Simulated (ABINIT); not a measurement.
# Quasiparticle gap of Ga2O3 (R-3c) in ABINIT, part 3 of 3

How does a plane-wave GW calculation on Ga2O3 (R-3c) run from the first input to the gap?

ABINIT 10.8.3; PBE and many-body steps on it, plane waves. Known limits of the many-body steps: not at the basis limit; no spin-orbit coupling.

So far. Step 4 (Empty states on the mesh, 4×4×4 mesh, 191 bands): On this mesh the gap is 2.857 eV. Step 5 (Screening, 4×4×4 mesh, 175 bands, screening to 130.6 eV): Local fields lower ε∞ by 5 %.

**6. Self-energy, 4×4×4 mesh, 175 bands, screening to 130.6 eV**

The self-energy is evaluated for the states that the input lists, and the levels follow from it, in one-shot runs by the linearised quasiparticle equation.

This step: G0W0 on PBE, plane waves, norm-conserving pseudopotentials.

The input, run.abi:

```
acell 3*1.0 Angstrom
rprim 
  2.498699193881 1.442624652211 4.483549768500
  -2.498699193881 1.442624652211 4.483549768500
  0.000000000000 -2.885249304422 4.483549768500
ntypat 2
znucl 31 8
natom 10
typat 1 1 1 1 2 2 2 2 2 2
xred 
  0.855585580000 0.855585580000 0.855585580000
  0.644414420000 0.644414420000 0.644414420000
  0.144414420000 0.144414420000 0.144414420000
  0.355585580000 0.355585580000 0.355585580000
  0.750000000000 0.446832820000 0.053167180000
  0.446832820000 0.053167180000 0.750000000000
  0.053167180000 0.750000000000 0.446832820000
  0.250000000000 0.553167180000 0.946832820000
  0.946832820000 0.250000000000 0.553167180000
  0.553167180000 0.946832820000 0.250000000000
pp_dirpath "pseudos"
pseudos "Ga.upf, O.upf"
ecut 45
ngkpt 4 4 4
nshiftk 1
shiftk 0 0 0
kptopt 1
chksymbreak 0
istwfk *1
occopt 1
irdwfk 1
optdriver 4
nband 175
gwcalctyp 0
ecutsigx 45
symsigma 1
nkptgw 2
kptgw 
  0.2500000000 0.0000000000 0.0000000000
  0.0000000000 0.0000000000 0.0000000000
bdgw 
  59 62
  59 62
ecuteps 4.8
irdscr 1
ppmodel 1
indata_prefix "in"
outdata_prefix "out"
tmpdata_prefix "tmp"
```

Started as:

```sh
$ OMP_NUM_THREADS=1 mpirun -n 8 abinit run.abi > log
```

Numbers of over 12 decimals in the logs are rounded to 6 here.

The log of the run:

```text
.Version 10.8.3 of ABINIT. v10.8.2 released Aug 2026.

 Symmetries : space group R-3 c (#167); Bravais hR (rhombohedral)
[... echo of the input left out ...]
== DATASET  1 ==================================================================
-   mpi_nproc: 8, omp_nthreads: 1 (-1 if OMP is not activated)

--- !DatasetInfo
iteration_state: {dtset: 1, }
dimensions: {natom: 10, nkpt: 13, mband: 175, nsppol: 1, nspinor: 1, nspden: 1, mpw: 9454, }
cutoff_energies: {ecut:  45.0, pawecutdg:  -1.0, }
electrons: {nelect:   1.20000000E+02, charge:   0.00000000E+00, occopt:   1.00000000E+00, tsmear:   1.00000000E-02, }

 SIGMA: Calculation of the GW corrections

 Based on a program developped by R.W. Godby, V. Olevano, G. Onida, and L. Reining.
 Incorporated in ABINIT by V. Olevano, G.-M. Rignanese, and M. Torrent.
.Using double precision arithmetic ; gwpc =  8

[... cell and pseudopotentials left out ...]
--------------------------------------------------------------------------------

 ==== K-mesh for the wavefunctions ====
 Number of points in the irreducible wedge :    13
[... list of points left out ...]
 Together with 12 symmetry operations and time-reversal symmetry
 yields    64 points in the full Brillouin Zone.

 ==== Q-mesh for screening function ====
 Number of points in the irreducible wedge :    13
[... list of points left out ...]
 Together with 12 symmetry operations and time-reversal symmetry
 yields    64 points in the full Brillouin Zone.

 vcoul_init : cutoff-mode = AUXILIARY_FUNCTION
 q-points for optical limit:   1
     1)      0.000010    0.000020    0.000030
 setmesh: FFT mesh size selected  =    64x   64x   64
          total number of points  =       262144

 Number of electrons calculated from density =  120.0000; Expected =  120.0000
 average of density, n =  0.183377
 r_s =    1.0919
 omega_plasma =   41.3074 [eV]

 === KS Band Gaps ===
  >>>> For spin  1
   Minimum direct gap =   3.0663 [eV], located at k-point      :   0.0000  0.0000  0.0000
   Fundamental gap    =   2.8567 [eV], Top of valence bands at :   0.2500  0.0000  0.0000
                                       Bottom of conduction at :   0.0000  0.0000  0.0000
 SIGMA fundamental parameters:
 PLASMON POLE MODEL  1
 number of plane-waves for SigmaX                 9445
 number of plane-waves for SigmaC and W            327
 number of plane-waves for wavefunctions          9445
 number of bands                                   175
 number of independent spin polarizations            1
 number of spinorial components                      1
 number of k-points in IBZ                          13
 number of q-points in IBZ                          13
 number of symmetry operations                      12
 number of k-points in BZ                           64
 number of q-points in BZ                           64
 number of frequencies for dSigma/dE                 9
 frequency step for dSigma/dE [eV]                0.25
 number of omega for Sigma on real axis              0
 max omega for Sigma on real axis  [eV]           0.00
 zcut for avoiding poles [eV]                     0.10

 EPSILON^-1 parameters (SCR file):
 dimension of the eps^-1 matrix on file            327
 dimension of the eps^-1 matrix used               327
 number of plane-waves for wavefunctions          9445
 number of bands                                   175
 number of q-points in IBZ                          13
 number of frequencies                               2
 number of real frequencies                          1
 number of imag frequencies                          1

 matrix elements of self-energy operator (all in [eV])

 Perturbative Calculation

--- !SelfEnergy_ee
iteration_state: {dtset: 1, }
kpoint     : [   0.250,    0.000,    0.000, ]
spin       : 1
KS_gap     :    4.420
QP_gap     :    6.127
Delta_QP_KS:    1.707
data: !SigmaeeData |
     Band     E0 <VxcDFT>   SigX SigC(E0)      Z dSigC/dE  Sig(E)    E-E0       E
       59   5.658 -20.749 -26.093   4.876   0.800  -0.249 -21.124  -0.375   5.283
       60   5.807 -21.052 -26.384   4.894   0.801  -0.249 -21.403  -0.351   5.456
       61  10.227 -17.562 -13.174  -2.766   0.836  -0.196 -16.206   1.356  11.583
       62  12.349 -17.167 -11.624  -3.454   0.840  -0.190 -15.413   1.754  14.103

--- !SelfEnergy_ee
iteration_state: {dtset: 1, }
kpoint     : [   0.000,    0.000,    0.000, ]
spin       : 1
KS_gap     :    3.066
QP_gap     :    4.493
Delta_QP_KS:    1.426
data: !SigmaeeData |
     Band     E0 <VxcDFT>   SigX SigC(E0)      Z dSigC/dE  Sig(E)    E-E0       E
       59   5.597 -20.672 -25.937   4.819   0.800  -0.249 -21.029  -0.357   5.240
       60   5.597 -20.672 -25.937   4.819   0.800  -0.249 -21.029  -0.357   5.240
       61   8.663 -16.165 -11.932  -2.969   0.846  -0.182 -15.095   1.069   9.733
       62  12.517 -17.532 -11.871  -3.459   0.838  -0.193 -15.686   1.846  14.364

== END DATASET(S) ==============================================================
================================================================================

 -outvars: echo values of variables after computation  --------
           etotal      0.0000000000E+00
            nband         175
             nkpt          13
          spgroup         167
 [... the other variables as echoed above ...]

 Calculation completed.
```

Run time: 33 s. Hardware: 8 MPI ranks of Arm Neoverse V2, shared host; peak memory 5.9 GiB; 4.4 min of CPU time.

Numbers from this step:

```yaml
g0w0_gap_on_the_points_computed: 4.277 eV
starting_gap_on_the_mesh: 2.857 eV
k_of_the_valence_top: 0.25, 0, 0
k_of_the_conduction_bottom: 0, 0, 0
z_at_the_valence_top: 0.801
z_at_the_conduction_bottom: 0.846
least_direct_g0w0_gap_on_the_computed_points: 4.493 eV
```

The gap on the mesh goes from 2.86 eV to 4.28 eV, a correction of +1.42 eV.

Limits: finite bands, cutoff and mesh; no spin-orbit coupling. v1 is the top filled band, c1 the lowest empty one. Levels before and after the correction, in eV, zero at the valence-band top of each column:

|  | conduction bottom | valence top |
| --- | --- | --- |
| Kohn-Sham | 2.86 | 0.00 |
| G0W0 | 4.28 | 0.00 |

|  | level | energy (eV) |
| --- | --- | --- |
| Kohn-Sham | (0.25 0 0) v2 | -0.149 |
| Kohn-Sham | (0.25 0 0) v1 | 0.000 |
| Kohn-Sham | (0.25 0 0) c1 | 4.420 |
| Kohn-Sham | (0.25 0 0) c2 | 6.542 |
| Kohn-Sham | Γ v2-v1 | -0.210 |
| Kohn-Sham | Γ c1 | 2.857 |
| Kohn-Sham | Γ c2 | 6.711 |
| G0W0 | (0.25 0 0) v2 | -0.173 |
| G0W0 | (0.25 0 0) v1 | 0.000 |
| G0W0 | (0.25 0 0) c1 | 6.127 |
| G0W0 | (0.25 0 0) c2 | 8.647 |
| G0W0 | Γ v2-v1 | -0.216 |
| G0W0 | Γ c1 | 4.277 |
| G0W0 | Γ c2 | 8.908 |

**7. Where the time went**

Times are wall times on 8 MPI ranks of Arm Neoverse V2, shared host. The host was busy with other work, so they are no guide to cost.

| step | time | share | memory (GiB) |
| --- | --- | --- | --- |
| ground state | 73 s | 6 % | 1.2 |
| bands along the symmetry lines | 80 s | 6 % | 1 |
| empty states on the mesh | 2.2 min | 11 % | 1.2 |
| screening | 15 min | 75 % | 15 |
| self-energy | 33 s | 3 % | 5.9 |

**8. Summary of results**

```json
{"PBE gap": "2.82 eV, indirect", "G0W0 gap on the mesh": "4.28 eV", "G0W0 gap over the zone (rigid shift)": "4.24 eV", "GW settings": "4×4×4 mesh, 175 bands, screening to 130.6 eV, Godby-Needs plasmon pole", "known limits": "not at the basis limit; no spin-orbit coupling"}
```

In words: G0W0 moves the gap on the mesh from 2.86 eV to 4.28 eV (+1.42 eV), with Z of 0.80 and 0.85 at the edges. The mesh misses the band edges by 0.04 eV in all; a rigid shift gives 4.24 eV for the zone. Local fields lower the RPA ε∞ on this mesh from 4.34 to 4.14. Only 2 of the mesh's irreducible points were corrected, so a valley elsewhere could overtake. The dearest step here is «screening». Against experiment, by G0W0@PBE: the direct gap of 4.49 eV lies −0.71 eV from the measured 5.2 eV (direct, on c-plane sapphire, 2019); the direct gap of 4.49 eV lies −1.11 eV from the measured 5.6 eV (direct, on Al2O3 (sapphire), 2019); the direct gap of 4.49 eV lies −0.81 eV from the measured 5.3 eV (direct, on Al2O3 (0001), 2019); the direct gap of 4.49 eV lies −1.13 eV from the measured 5.62 ± 0.02 eV (direct, 300 K, on m-plane Al2O3, 2021); the direct gap of 4.49 eV lies −0.81 eV from the measured 5.3 eV (direct, on Al2O3, 2024). An exciton line or allowed optical edge lies below the quasiparticle gap by the binding energy; a forbidden edge can push the onset above it. The calculation has static nuclei and no excitons; a measured gap holds zero-point and thermal motion, which mostly lowers it. Against the values above the computed gap that would widen the miss. A likelier cause is too strong a screening: the start's gap is only 2.86 eV, and one shot does not repair that. Bands and cutoff are finite, so the gap is not at the basis limit. The miss can reach some tenths of an eV and take either sign; the mesh is an error of its own. In the G0W0 run levels were corrected at 2 k points alone, so a gap called «on the mesh» is the least over those, and an edge elsewhere would be missed. The many-body steps are scalar-relativistic: spin-orbit coupling is not in them.

[Paths, hosts, dates, memory and timing lines, banners, echoed tables and standing remarks are left out of the program output.]

[Logs are printed without paths, hosts, clocks, repeated set-up lines and the standing remarks that a program may print on its own settings, such as how far it seeks lower states.]

[Runs of the session that timed out or met a known fault of the program may be left out.]

[No measured gap is set beside runs whose start may be inverted or whose files or cutoffs have a known fault.]

[Hosts, paths, dates, database ids (printed as entryN), source tags and the programs' standing remarks are cut or masked in the printed files.]

[G0W0 gaps are taken among the corrected bands and points alone; a level outside them can change the order at an edge.]

[Where Ansatz stands beside ABINIT at settings called matched, ABINIT's density can come from a denser mesh and the files from another edition; pairs whose starting gaps differed by over 0.03 eV were left out, so agreement reads better than it is.]
